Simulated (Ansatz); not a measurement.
# Is Mg (Magnesium, P6_3/mmc) stable when the ions move?, part 3 of 4

Wanted: self-consistent phonon frequencies, thermal pressure and a stability verdict for Mg (Magnesium).

Ansatz 0.2.0; DFT PBEsol, scalar-relativistic, plane waves, PAW; PAW set soft_1.

So far. Step 2 (A first coarse run): The start is under -1.1 GPa at this level and looks like a metal on this mesh. Step 4 (Relaxing to small residual forces and stress): The residual pressure is 0.0029 GPa, small enough for phonons. The relaxed cell has a = 3.191, c = 5.101 Å (conventional setting).

## 5. Sampling the crystal at temperature (continued)

450 K; each column in its own order of rank; one wavevector of each set of like ones; translations left out; no LO-TO term. Modes at 450K, by row:

```
    q1      q2   q3  rank  harmonic (cm⁻¹)  gaussian (cm⁻¹)  gaussian error (cm⁻¹)  hessian (cm⁻¹)  hessian error (cm⁻¹)  path integral (cm⁻¹)  path integral error (cm⁻¹)
     0       0    0     1            131.1              132                    0.1           122.7                   0.3                 120.8                         0.7
     0       0    0     2            131.1              132                    0.1           122.7                   0.3                 120.8                         0.7
     0       0    0     3            269.4            278.5                    0.4           271.4                   0.9                 271.9                         1.3
     0       0  0.5     1             97.6             97.5                    0.1            92.4                   0.1                  91.8                         0.4
     0       0  0.5     2             97.6             97.5                    0.1            92.4                   0.1                  91.8                         0.4
     0       0  0.5     3             97.6             97.5                    0.1            92.4                   0.1                  91.8                         0.4
     0       0  0.5     4             97.6             97.5                    0.1            92.4                   0.1                  91.8                         0.4
     0       0  0.5     5            177.3            185.8                    0.2           179.2                   0.5                 179.4                         0.7
     0       0  0.5     6            177.3            185.8                    0.2           179.2                   0.5                 179.4                         0.7
     0  0.3333    0     1            104.3            105.1                    0.1             100                   0.1                  99.1                         0.2
     0  0.3333    0     2            114.3            117.3                    0.2           110.8                   0.2                 109.9                         0.4
     0  0.3333    0     3            175.5            178.7                    0.2           172.1                   0.2                 171.3                         0.7
     0  0.3333    0     4            191.1            199.1                    0.1           192.7                   0.3                 192.4                         0.4
     0  0.3333    0     5            218.2            225.9                    0.1           218.2                   0.1                 217.2                         0.5
     0  0.3333    0     6            220.5            230.7                    0.3           222.2                   0.3                   222                         0.8
     0  0.3333  0.5     1            142.1            144.6                    0.1           137.8                   0.2                 137.1                         0.4
     0  0.3333  0.5     2            142.1            144.6                    0.1           137.8                   0.2                 137.1                         0.4
     0  0.3333  0.5     3            154.4            158.4                    0.1           152.1                   0.2                 151.5                         0.3
     0  0.3333  0.5     4            154.4            158.4                    0.1           152.1                   0.2                 151.5                         0.3
     0  0.3333  0.5     5              233            241.5                    0.2           234.1                   0.3                 233.3                         0.5
     0  0.3333  0.5     6              233            241.5                    0.2           234.1                   0.3                 233.3                         0.5
0.3333  0.3333    0     1            177.2            182.8                    0.1           174.1                   0.1                 172.9                         0.5
0.3333  0.3333    0     2            177.2            182.8                    0.1           174.1                   0.1                 172.9                         0.5
0.3333  0.3333    0     3            184.1            191.6                    0.2           183.3                   0.3                 182.7                         0.7
0.3333  0.3333    0     4            184.1            194.2                    0.2           183.3                   0.3                 182.7                         0.7
0.3333  0.3333    0     5            186.4            194.2                    0.2           186.5                   0.4                 185.7                         0.7
0.3333  0.3333    0     6              218            227.7                    1.7           220.5                   1.9                   220                         1.7
0.3333  0.3333  0.5     1            136.4              139                    0.1           131.6                   0.2                 130.9                         0.5
0.3333  0.3333  0.5     2            136.4              139                    0.1           131.6                   0.2                 130.9                         0.5
0.3333  0.3333  0.5     3            207.7            214.5                    0.3             208                   0.3                 208.1                         0.6
0.3333  0.3333  0.5     4            207.7            214.5                    0.3             208                   0.3                 208.1                         0.6
0.3333  0.3333  0.5     5            233.9            242.4                    0.1           233.5                   0.2                 232.4                         0.6
0.3333  0.3333  0.5     6            233.9            242.4                    0.1           233.5                   0.2                 232.4                         0.6
```

600 K; each column in its own order of rank; one wavevector of each set of like ones; translations left out; no LO-TO term. Modes at 600K, by row:

```
    q1      q2   q3  rank  harmonic (cm⁻¹)  gaussian (cm⁻¹)  gaussian error (cm⁻¹)  hessian (cm⁻¹)  hessian error (cm⁻¹)  path integral (cm⁻¹)  path integral error (cm⁻¹)
     0       0    0     1            131.1            132.1                    0.2             120                   0.3                 116.9                         1.6
     0       0    0     2            131.1            132.1                    0.2             120                   0.3                 116.9                         1.6
     0       0    0     3            269.4            281.6                    0.4           272.4                   0.5                 271.1                         1.1
     0       0  0.5     1             97.6             97.5                      0            90.8                   0.1                  89.5                         0.5
     0       0  0.5     2             97.6             97.5                      0            90.8                   0.1                  89.5                         0.5
     0       0  0.5     3             97.6             97.5                      0            90.8                   0.1                  89.5                         0.5
     0       0  0.5     4             97.6             97.5                      0            90.8                   0.1                  89.5                         0.5
     0       0  0.5     5            177.3              188                    0.2           179.5                   0.5                 179.6                         0.9
     0       0  0.5     6            177.3              188                    0.2           179.5                   0.5                 179.6                         0.9
     0  0.3333    0     1            104.3            105.5                    0.1            98.8                   0.1                  97.5                         0.3
     0  0.3333    0     2            114.3            118.2                    0.1           109.6                   0.2                   108                         0.4
     0  0.3333    0     3            175.5            179.5                      0             171                   0.1                 169.2                         0.4
     0  0.3333    0     4            191.1            201.2                    0.2           192.9                   0.2                 192.1                         0.4
     0  0.3333    0     5            218.2              228                    0.1             218                   0.2                 217.5                         0.6
     0  0.3333    0     6            220.5            233.7                    0.3           222.6                   0.3                 221.1                         0.6
     0  0.3333  0.5     1            142.1            145.3                      0           136.5                   0.1                 134.9                         0.3
     0  0.3333  0.5     2            142.1            145.3                      0           136.5                   0.1                 134.9                         0.3
     0  0.3333  0.5     3            154.4            159.5                    0.1           151.3                   0.2                 150.2                         0.4
     0  0.3333  0.5     4            154.4            159.5                    0.1           151.3                   0.2                 150.2                         0.4
     0  0.3333  0.5     5              233            243.6                    0.3             234                   0.5                 232.7                         0.5
     0  0.3333  0.5     6              233            243.6                    0.3             234                   0.5                 232.7                         0.5
0.3333  0.3333    0     1            177.2            184.5                    0.1           173.2                   0.2                 171.6                         0.5
0.3333  0.3333    0     2            177.2            184.5                    0.1           173.2                   0.2                 171.6                         0.5
0.3333  0.3333    0     3            184.1            193.2                    0.3           182.9                   0.4                 181.4                         0.7
0.3333  0.3333    0     4            184.1            196.9                    0.3           182.9                   0.4                 181.4                         0.7
0.3333  0.3333    0     5            186.4            196.9                    0.3           186.5                   0.4                 186.1                         0.9
0.3333  0.3333    0     6              218            229.7                    0.5           220.5                   0.8                 219.5                           1
0.3333  0.3333  0.5     1            136.4            139.7                    0.1           130.2                   0.2                 128.4                         0.7
0.3333  0.3333  0.5     2            136.4            139.7                    0.1           130.2                   0.2                 128.4                         0.7
0.3333  0.3333  0.5     3            207.7            216.2                    0.4           207.7                   0.5                 206.6                         0.7
0.3333  0.3333  0.5     4            207.7            216.2                    0.4           207.7                   0.5                 206.6                         0.7
0.3333  0.3333  0.5     5            233.9            244.8                    0.1           233.4                   0.2                 232.2                         0.8
0.3333  0.3333  0.5     6            233.9            244.8                    0.1           233.4                   0.2                 232.2                         0.8
```

(Part 3 of 4 ends here.)

[Logs are printed without paths, hosts, clocks, repeated set-up lines and the standing remarks that a program may print on its own settings, such as how far it seeks lower states.]

[Hosts, paths, dates, database ids (printed as entryN), source tags and the programs' standing remarks are cut or masked in the printed files.]

[A step with changed settings may run another functional than the one named; its input shows which.]
